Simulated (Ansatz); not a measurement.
Planning a GW calculation on H2CClF (P2_1).

```xyz
10
Lattice="5.0206 0.0000 0.0000 0.0000 4.1477 0.0000 -2.1143 0.0000 6.4288" Properties=species:S:1:pos:R:3 pbc="T T T"
H     1.1038    1.6237    0.9990
H     1.8025    3.6976    5.4298
H     2.2929    0.4474    1.7413
H     0.6134    2.5212    4.6876
C     1.3264    0.5840    1.2492
C     1.5799    2.6579    5.1796
Cl    0.0566    0.0103    2.3676
Cl    2.8497    2.0841    4.0612
F     1.2960    3.9730    0.0956
F     1.6103    1.8991    6.3332
```

Geometry: measured cell, ions relaxed with PBE. The runs that relaxed it are not among those shown.

Runs so far (Ansatz 0.2.0, start PBE, PAW set soft_1 files, 2×4×2 mesh). Times are wall times on 1 × NVIDIA H100 80GB HBM3 (shared by 6 runs) with 2 threads of AMD EPYC 7R13 (Zen 3), shared host, good to a factor of about two.

```
bands summed  cutoff (eV)  gap on the mesh (eV)   time
         127           50                10.031  9.3 s
         323          100                10.001   18 s
         578          150                10.038   24 s
```

What should the next rung give, with 1011 bands and screening to 220 eV, and where is the limit?

The error falls about as one over the bands when the cutoff rises with them. A line through the two highest rungs given predicts 10.059 eV; the run gave 10.072 eV, a miss of 0.013 eV, so the law fails here: the steps don't follow it yet. The two highest rungs put the limit near 10.117 eV, the pair below near 10.086 eV; neither can be trusted until a further rung is run.

Gaps are over the mesh's points; an edge off the mesh would be missed. Limits: not at the basis limit; coarse k mesh.

[Paths, hosts, dates, memory and timing lines, banners, echoed tables and standing remarks are left out of the program output.]

[Logs are printed without paths, hosts, clocks, repeated set-up lines and the standing remarks that a program may print on its own settings, such as how far it seeks lower states.]

[Runs of the session that timed out or met a known fault of the program may be left out.]

[Cells called generated may have been cut or substituted from an entry of the Crystallography Open Database or the Materials Project.]

[Hosts, paths, dates, database ids (printed as entryN), source tags and the programs' standing remarks are cut or masked in the printed files.]
